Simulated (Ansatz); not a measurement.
# How many bands does the GW gap of SiC (F-43m) need?

Aim: see how the G0W0 gap of SiC (F-43m) on PBE moves with empty bands and screening cutoff, and what each rung costs.

Method: G0W0 on PBE, plane waves, PAW, in Ansatz 0.2.0.

## (1) The structure

The structure is cubic, space group F-43m (No. 216). Conventional cell: a = 4.358 Å, b = 4.358 Å, c = 4.358 Å, α = 90.00°, β = 90.00°, γ = 90.00°. Nearest to Si lie 4 C at 1.89 Å. Nearest to C lie 4 Si at 1.89 Å. Farther neighbours are not listed.

Structure file:

```cif
data_structure
_symmetry_space_group_name_H-M 'P 1'
_symmetry_Int_Tables_number 1
_cell_length_a 3.0816
_cell_length_b 3.0816
_cell_length_c 3.0816
_cell_angle_alpha 60.000
_cell_angle_beta 60.000
_cell_angle_gamma 60.000
_cell_volume 20.69
loop_
_atom_site_label
_atom_site_type_symbol
_atom_site_fract_x
_atom_site_fract_y
_atom_site_fract_z
_atom_site_occupancy
Si1 Si 0.00000 0.00000 0.00000 1
C2 C 0.25000 0.25000 0.25000 1
```

The cell and positions come from the Crystallography Open Database and are kept as given unless a step says otherwise.

## (2) 86 empty bands, screening to 150 eV

Now the one-shot GW correction: screening in the RPA, then the self-energy of the levels asked for. This step takes hard PAW files.

Contents of input.yaml:

```yaml
crystal:
  lattice:
    - [0.0, 2.179, 2.179]
    - [2.179, 0.0, 2.179]
    - [2.179, 2.179, 0.0]
  atoms:
    - { symbol: Si, position: [0.0, 0.0, 0.0] }
    - { symbol: C, position: [0.25, 0.25, 0.25] }
kpoints:
  mp_grid: { grid: [10, 10, 10] }
hamiltonian:
  xc: pbe
  pseudopotentials: { kind: paw, source: ansatz }
scf:
  occupations: { method: fixed }
gw:
  n_empty_bands: 86
  ecut_chi: 150
  qp_bands: [v2, c2]
  qp_kpoints: band_edges
  screening: { model: contour_deformation }
```

Started as:

```sh
ansatz run input.yaml --threads 3 --pin off --max-ram 92160MiB --backend cuda --events-out ev --progress --plain --runs-dir out --devices 1 --max-vram 13GiB
```

Numbers of over 12 decimals in the logs are rounded to 6 here.

Output:

```text
GPUs: using 1 of 1 available (devices: 1).
Engine: ansatz 0.2.0, x86_64-unknown-linux-gnu
Pseudopotentials: kind: paw
Pseudopotential: Si, paw, valence charge 4, recommended cutoff 460 eV (normal), Si.paw.azcp
Pseudopotential: C, paw, valence charge 4, recommended cutoff 820 eV (normal), C.paw.azcp
Functional definition: PBE
  parameter kappa = 0.804
  parameter beta = 0.066725
  exchange = pbe_x(kappa = kappa, mu = beta*pi^2/3)
  correlation = pbe_c(beta = beta)
device memory: the entry about to start is reckoned to put 0.7 GiB on a device that reports 73.5 GiB free (of which the cap on the GPU budget leaves the run 13.0 GiB)
GPU FFT provider: cuFFT
GPU libraries: cuBLAS 13.8.2, cuFFT 12.4.0, cuSOLVER 12.3.4
Crystal: 2 atoms, lattice volume = 20.692 Å³
Basis set: ecut = 820 eV, 1067 PW (Γ)
Bands: 8, of which v1, the nominal top of the filled ones, is band 4 counted from 1 (3 counted from 0)
Symmetry: 24 space group operations
Space group: F-43m (ITA 216), of the structure as read, at distance tolerance 2.7e-5 Å
k-points: 47 of 1000 (time reversal used)
Non-local potential: Si, projectors of the file, l = 0: 2, l = 1: 3, l = 2: 1
Non-local potential: C, projectors of the file, l = 0: 2, l = 1: 2
PAW form: soft (Blöchl's): semilocal exchange-correlation on the pseudo side does not see the compensation charge
PAW one-centre angular grid: Si, 110 points (default); XC on 64 Gauss nodes
PAW one-centre angular grid: C, 110 points (default); XC on 64 Gauss nodes
Initial density: superposition of atomic densities (chi_scale 0.1, normalization cell, long waves kept (reshape's long-wave potential 0.00 eV rms))
Initial wavefunctions: pseudopotential atomic-orbital guess
GPU buffer pool allocated for 27000 grid points (all kernels)
GPU transforms: local potential and band sums: pruned to the plane-wave sphere, on 30×30×30
Functional: x = pbe(κ = 0.804, μ = 0.219515), c = pbe(β = 0.066725)
SCF iter   1: F=—  HF=-888.595592 eV  |F-HF|=—  |Δ(HF+E_count)|=         —  Δρ=1.40e-1  dr2=4.92e0  ethr=3.10e-3  ⟨swp⟩=4.9  Hψ=2701  notcnv=0  defer=85
preconditioner: auto → none  [insulator: Δε(μ)=3.291 eV  Ē_g=14.734 eV  n_scr=0 (ndim 8)  ℏωp=23.1 eV  f_vac=0.000  ε∞_Penn≈3.5]
SCF iter   2: F=—  HF=-887.153222 eV  |F-HF|=—  |Δ(HF+E_count)|=    1.44e0  Δρ=4.96e-2  dr2=3.23e-1  ethr=3.10e-3  ⟨swp⟩=3.2  Hψ=1252  notcnv=0  defer=82
SCF iter   3: F=—  HF=-887.073100 eV  |F-HF|=—  |Δ(HF+E_count)|=   8.01e-2  Δρ=1.99e-2  dr2=4.22e-2  ethr=3.10e-3  ⟨swp⟩=2.2  Hψ=873  notcnv=0  defer=85
SCF iter   4: F=—  HF=-887.071206 eV  |F-HF|=—  |Δ(HF+E_count)|=   1.89e-3  Δρ=1.20e-3  dr2=1.94e-4  ethr=5.28e-4  ⟨swp⟩=2.0  Hψ=478  notcnv=0  defer=86
SCF iter   5: F=—  HF=-887.071279 eV  |F-HF|=—  |Δ(HF+E_count)|=   7.33e-5  Δρ=2.15e-4  dr2=3.40e-6  ethr=2.43e-6  ⟨swp⟩=2.9  Hψ=625  notcnv=0  defer=86
SCF iter   6: F=—  HF=-887.071282 eV  |F-HF|=—  |Δ(HF+E_count)|=   3.21e-6  Δρ=3.76e-5  dr2=2.20e-7  ethr=1.25e-9  ⟨swp⟩=6.1  Hψ=2221  notcnv=0
SCF iter   7: F=-887.071282 eV  HF=-887.071282 eV  |F-HF|=2.93e-9  |Δ(HF+E_count)|=   3.40e-8  Δρ=7.18e-6  dr2=7.00e-9  ethr=1.25e-9  ⟨swp⟩=3.8  Hψ=1445  notcnv=0
SCF 1 converged in 7 iterations: F = -887.071282 eV  dr2 = 7.00e-9
  greatest PAW one-centre occupation: 0.486 electrons in one spin orbital (limit 2), on the Si atom at site 0 (counted from 0), in its partial waves of l = 0
device memory: the entry about to start is reckoned to put 0.9 GiB on a device that reports 71.6 GiB free (of which the cap on the GPU budget leaves the run 13.0 GiB)
NSCF: frozen V_eff on 47 k-points, pencils in batches of 32, up to order 32
the band table was solved once the SCF had ended and its energy, with any forces and stress, was formed, with the checks that follow a solve (3403 applications of the Hamiltonian). They found nothing against the state; the energy, forces and stress were not computed again (output.eigenvalues in the input reference)
device memory: the entry about to start is reckoned to put 2.2 GiB on a device that reports 74.4 GiB free (of which the cap on the GPU budget leaves the run 13.0 GiB)
NSCF: frozen V_eff on 47 k-points
G₀W₀ screening: q 1/47
[... further progress lines ...]
device memory: the entry about to start is reckoned to put 0.3 GiB on a device that reports 67.0 GiB free (of which the cap on the GPU budget leaves the run 13.0 GiB)
NSCF: frozen V_eff on 1 k-points
device memory: the entry about to start is reckoned to put 0.3 GiB on a device that reports 66.9 GiB free (of which the cap on the GPU budget leaves the run 13.0 GiB)
NSCF: frozen V_eff on 1 k-points
SCF converged after 7 iterations
Free energy (F): -887.071282 eV
Harris-Foulkes:  -887.071282 eV  (|F-HF|=2.93e-9)
Internal energy: -887.071282 eV  (E = F + TS)
E sigma→0 (E₀):  -887.071282 eV
Fermi energy:    9.506520 eV
--- Per-component energies (eV) ---
  E_band       = 28.875556
  E_kinetic    = 149.820752
  E_local      = -110.522681  (includes V_loc(G=0)·N_el)
  E_nonlocal   = 43.616024
  E_hartree    = 31.730800
  E_xc         = -113.045695
  E_vxc        = -109.765302  (∫ρ·V_xc dr)
  E_paw        = -603.886697  (= ΣΔE_a)
  E_vpaw       = -7.735408  (= ΣTr[D̂ρ^β])
  E_aug_tail   = -0.000005  (compensation charges beyond the density's cutoff)
  E_ewald      = -284.783780
  E_smearing   = -0.000000  (= −TS)
  E_closure    = -0.000000  (closes the sum)
  Σ components = -887.071282   (vs F -887.071282, Δ=0.00e0)
--- Band table (eV; the first three rows and the last of 47) ---
  k-point 0: bands = ["-5.9028", "9.5065", "9.5065", "9.5065", "15.7202", "16.8074", "16.8074", "16.8074"]
  k-point 1: bands = ["-5.7074", "8.4964", "9.3723", "9.3723", "15.9852", "17.0510", "17.0510", "17.0792"]
  k-point 2: bands = ["-5.1298", "6.3754", "9.0644", "9.0644", "15.7000", "17.4116", "17.4116", "18.2772"]
  k-point 46: bands = ["-0.6776", "2.3669", "4.7086", "4.9291", "14.1928", "17.5592", "19.5351", "20.7040"]
--- G₀W₀: contour deformation, 7 samples at zero and on the imaginary axis and 3 off it, 1000 q-points, 86 empty bands' worth ---
  eigenvalues of the whole cell's RPA ε∞ on this k-mesh (on a slab, of 1 + 4πα/V) = 6.6196, 6.6196, 6.6196; static W/v taken at q = 0 is 0.151067
  bands read: the sum over 90 bands ends inside a degenerate multiplet in 3 slots, whose members it reads at an even weight; the widest, k=0: bands 90 to 91 (counted from 1) at 1/2 each
  gw.qp_kpoints: band_edges: 17 of 47 stored k-points solved, in 1 pass; an edge of the gap read off the rows below is read off those points alone
    valence top: of the k-points left out ik 7 came nearest to being solved in a further pass, in band 4 (counted from 1, as in the quasiparticle table): it holds the edge there only if its correction is more favourable than any solved in that band by at least 0.625 eV; those differ by 0.279 eV
    conduction bottom: of the k-points left out ik 28 came nearest to being solved in a further pass, in band 5 (counted from 1, as in the quasiparticle table): it holds the edge there only if its correction is more favourable than any solved in that band by at least 0.642 eV; those differ by 0.312 eV
    ik  band        ε_KS         Σx   Σc(E_QP)       V_xc       Z   E_QP_lin       E_QP  E_QP is
     0     3      9.5065   -18.2184     1.9374   -15.7019  0.7899     8.9251     8.9274  root
     0     4      9.5065   -18.2184     1.9374   -15.7019  0.7899     8.9251     8.9274  root
     0     5     15.7202    -9.6705    -5.2406   -15.4102  0.7828    16.2219    16.2192  root
     0     6     16.8074    -8.0819    -5.2002   -13.8582  0.7970    17.3867    17.3836  root
     1     3      9.3723   -18.2332     1.9707   -15.6694  0.7894     8.7767     8.7791  root
     1     4      9.3723   -18.2332     1.9707   -15.6694  0.7894     8.7767     8.7791  root
     1     5     15.9852    -9.2002    -5.2243   -14.9299  0.7860    16.4931    16.4906  root
     1     6     17.0510    -8.0240    -5.2913   -13.9058  0.7942    17.6447    17.6414  root
     2     3      9.0644   -18.3008     2.0589   -15.6169  0.7882     8.4365     8.4393  root
     2     4      9.0644   -18.3008     2.0589   -15.6169  0.7882     8.4365     8.4393  root
     2     5     15.7000    -8.8348    -5.0556   -14.4064  0.7961    16.2182    16.2160  root
     2     6     17.4116    -7.7030    -5.4339   -13.7439  0.7902    18.0224    18.0186  root
     3     3      8.7473   -18.4098     2.1610   -15.5920  0.7867     8.0872     8.0905  root
     3     4      8.7473   -18.4098     2.1610   -15.5920  0.7867     8.0872     8.0905  root
     3     5     15.2924    -8.9374    -4.9379   -14.3978  0.7999    15.8171    15.8150  root
     3     6     17.2764    -7.1167    -5.3809   -13.0901  0.7933    17.8725    17.8689  root
     4     3      8.5279   -18.5059     2.2361   -15.5917  0.7855     7.8461     7.8498  root
     4     4      8.5279   -18.5059     2.2361   -15.5917  0.7855     7.8461     7.8498  root
     4     5     15.0227    -9.0657    -4.8695   -14.4641  0.8019    15.5539    15.5516  root
     4     6     16.9008    -6.7819    -5.2571   -12.6105  0.7982    17.4753    17.4723  root
     5     3      8.4510   -18.5435     2.2631   -15.5950  0.7851     7.7619     7.7656  root
     5     4      8.4510   -18.5435     2.2631   -15.5950  0.7851     7.7619     7.7656  root
     5     5     14.9319    -9.1186    -4.8472   -14.4976  0.8024    15.4660    15.4638  root
     5     6     16.7335    -6.6954    -5.2072   -12.4658  0.7998    17.2995    17.2967  root
[...]
43     3      5.6901   -17.8973     2.9189   -14.1369  0.7660     4.8393     4.8486  root
    43     4      5.7018   -18.3161     3.0699   -14.3938  0.7635     4.8397     4.8494  root
    43     5     12.0360    -7.5542    -4.0965   -11.9689  0.8125    12.3548    12.3542  root
    43     6     14.9542    -7.5465    -4.6839   -12.7310  0.8138    15.4566    15.4548  root
    46     3      4.7086   -18.0677     3.4400   -13.7514  0.7514     3.8241     3.8324  root
    46     4      4.9291   -17.5215     3.1159   -13.5470  0.7581     4.0621     4.0705  root
    46     5     14.1928    -7.5008    -4.6516   -12.6212  0.7995    14.6634    14.6616  root
    46     6     17.5592    -7.5574    -5.3727   -13.5606  0.7922    18.1938    18.1897  root
```

Wall time 40 s (1 × NVIDIA H100 80GB HBM3 (shared by 6 runs) with 3 threads of AMD EPYC 7R13 (Zen 3), shared host); peak memory 1.2 GiB; 59 s of CPU time.

In the SCF lines HF is the Harris–Foulkes energy and dr2 the Hartree energy of the density residual, in eV; the loop may stop once dr2 is under the threshold and the program's other checks hold. Hψ counts applications of the Hamiltonian.

Numbers from this step:

- bands summed: 90
- RPA ε∞ on this mesh (eigenvalues): 6.620, 6.620, 6.620
- plane waves in the screening matrix: 65
- q-points in the mesh: 1000
- G0W0 gap on the mesh: 2.192 eV
- k of the valence top: 0, 0, 0
- k of the conduction bottom: 0, -0.5, -0.5
- starting gap on the mesh: 1.359 eV
- Z at the valence top: 0.7899
- Z at the conduction bottom: 0.8188
- least direct G0W0 gap on the computed points: 5.642 eV

The gap on the mesh goes from 1.36 eV to 2.19 eV, a correction of +0.83 eV. Between the two edge states, bare exchange in place of the xc potential would open the gap by 6.71 eV, and correlation takes back 5.87 eV.

## (3) 185 empty bands, screening to 250 eV

Another rung: the empty bands reach about as high as the screening cutoff, so the two stay in balance.

Edit input.yaml of step 2 so:

```diff
@@ -16,4 +16,4 @@
 gw:
-  n_empty_bands: 86
-  ecut_chi: 150
+  n_empty_bands: 185
+  ecut_chi: 250
   qp_bands: [v2, c2]
```

Output:

```text
GPUs: using 1 of 1 available (devices: 1).
[...]
GPU FFT provider: cuFFT
GPU libraries: cuBLAS 13.8.2, cuFFT 12.4.0, cuSOLVER 12.3.4
Crystal: 2 atoms, lattice volume = 20.692 Å³
Basis set: ecut = 820 eV, 1067 PW (Γ)
Bands: 8, of which v1, the nominal top of the filled ones, is band 4 counted from 1 (3 counted from 0)
Symmetry: 24 space group operations
[...]
k-points: 47 of 1000 (time reversal used)
[...]
GPU buffer pool allocated for 27000 grid points (all kernels)
[...]
SCF iter   1: F=—  HF=-888.595592 eV  |F-HF|=—  |Δ(HF+E_count)|=         —  Δρ=1.40e-1  dr2=4.92e0  ethr=3.10e-3  ⟨swp⟩=4.9  Hψ=2701  notcnv=0  defer=85
[...]
SCF iter   7: F=-887.071282 eV  HF=-887.071282 eV  |F-HF|=2.93e-9  |Δ(HF+E_count)|=   3.40e-8  Δρ=7.18e-6  dr2=7.00e-9  ethr=1.25e-9  ⟨swp⟩=3.8  Hψ=1445  notcnv=0
SCF 1 converged in 7 iterations: F = -887.071282 eV  dr2 = 7.00e-9
[...]
NSCF: frozen V_eff on 47 k-points, pencils in batches of 32, up to order 32
[...]
NSCF: frozen V_eff on 47 k-points
G₀W₀ screening: q 1/47
[... further progress lines ...]
[...]
SCF converged after 7 iterations
Free energy (F): -887.071282 eV
[...]
Internal energy: -887.071282 eV  (E = F + TS)
E sigma→0 (E₀):  -887.071282 eV
Fermi energy:    9.506520 eV
[...]
--- Band table (eV; the first three rows and the last of 47) ---
[...]
0     3      9.5065   -18.2184     1.7395   -15.7019  0.7887     8.7253     8.7294  root
     0     4      9.5065   -18.2184     1.7395   -15.7019  0.7887     8.7253     8.7294  root
     0     5     15.7202    -9.6705    -5.4176   -15.4102  0.7820    16.0434    16.0423  root
     0     6     16.8074    -8.0819    -5.3041   -13.8582  0.7966    17.2817    17.2796  root
     1     3      9.3723   -18.2332     1.7756   -15.6694  0.7883     8.5797     8.5840  root
     1     4      9.3723   -18.2332     1.7756   -15.6694  0.7883     8.5797     8.5840  root
     1     5     15.9852    -9.2002    -5.3834   -14.9299  0.7853    16.3327    16.3315  root
     1     6     17.0510    -8.0240    -5.3979   -13.9058  0.7938    17.5370    17.5348  root
[...]
46     3      4.7086   -18.0677     3.3209   -13.7514  0.7508     3.7021     3.7133  root
    46     4      4.9291   -17.5215     3.0033   -13.5470  0.7576     3.9472     3.9579  root
    46     5     14.1928    -7.5008    -4.7812   -12.6212  0.7989    14.5330    14.5321  root
    46     6     17.5592    -7.5574    -5.4973   -13.5606  0.7916    18.0677    18.0651  root
```

The job ended after 62 s (1 × NVIDIA H100 80GB HBM3 (shared by 6 runs) with 3 threads; peak memory 1.6 GiB; 96 s of CPU time).

This step gave:

```
bands summed                                 : 189
RPA ε∞ on this mesh (eigenvalues)            : 6.611, 6.611, 6.611
plane waves in the screening matrix          : 169
q-points in the mesh                         : 1000
G0W0 gap on the mesh                         : 2.306 eV
k of the valence top                         : 0, 0, 0
k of the conduction bottom                   : 0, -0.5, -0.5
starting gap on the mesh                     : 1.359 eV
Z at the valence top                         : 0.7887
Z at the conduction bottom                   : 0.8185
least direct G0W0 gap on the computed points : 5.704 eV
```

Against the run with 10×10×10 mesh, 86 empty bands, screening to 150 eV, hard PAW files, the gap moves by +0.11 eV.

## (4) 348 empty bands, screening to 380 eV

Edit input.yaml of step 3 so:

```diff
@@ -16,4 +16,4 @@
 gw:
-  n_empty_bands: 185
-  ecut_chi: 250
+  n_empty_bands: 348
+  ecut_chi: 380
   qp_bands: [v2, c2]
```

Output:

```text
GPUs: using 1 of 1 available (devices: 1).
[...]
GPU FFT provider: cuFFT
GPU libraries: cuBLAS 13.8.2, cuFFT 12.4.0, cuSOLVER 12.3.4
Crystal: 2 atoms, lattice volume = 20.692 Å³
Basis set: ecut = 820 eV, 1067 PW (Γ)
Bands: 8, of which v1, the nominal top of the filled ones, is band 4 counted from 1 (3 counted from 0)
Symmetry: 24 space group operations
[...]
k-points: 47 of 1000 (time reversal used)
[...]
1     6     17.0510    -8.0240    -5.4411   -13.9058  0.7935    17.4935    17.4916  root
[...]
46     3      4.7086   -18.0677     3.2713   -13.7514  0.7509     3.6515     3.6637  root
    46     4      4.9291   -17.5215     2.9569   -13.5470  0.7576     3.9000     3.9115  root
    46     5     14.1928    -7.5008    -4.8337   -12.6212  0.7986    14.4802    14.4796  root
    46     6     17.5592    -7.5574    -5.5481   -13.5606  0.7914    18.0164    18.0143  root
[key lines of the parts left out:]
SCF converged after 7 iterations
Free energy (F): -887.071282 eV
Fermi energy:    9.506520 eV
```

It took 1.8 min on 1 × NVIDIA H100 80GB HBM3 (shared by 6 runs) with 3 threads; peak memory 2.6 GiB; 3.1 min of CPU time.

This step gave:

```yaml
bands_summed: 352
rpa_eps_infinity_on_this_mesh_eigenvalues: 6.610, 6.610, 6.610
plane_waves_in_the_screening_matrix: 331
g0w0_gap_on_the_mesh: 2.355 eV
k_of_the_valence_top: 0, 0, 0
k_of_the_conduction_bottom: 0, -0.5, -0.5
starting_gap_on_the_mesh: 1.359 eV
least_direct_g0w0_gap_on_the_computed_points: 5.731 eV
```

Against the run with 10×10×10 mesh, 185 empty bands, screening to 250 eV, hard PAW files, the gap moves by +0.05 eV.

(Continued in part 2 of 2.)

[Paths, hosts, dates, memory and timing lines, banners, echoed tables and standing remarks are left out of the program output.]

[Logs are printed without paths, hosts, clocks, repeated set-up lines and the standing remarks that a program may print on its own settings, such as how far it seeks lower states.]

[Runs of the session that timed out or met a known fault of the program may be left out.]

[Cells called generated may have been cut or substituted from an entry of the Crystallography Open Database or the Materials Project.]

[Hosts, paths, dates, database ids (printed as entryN), source tags and the programs' standing remarks are cut or masked in the printed files.]
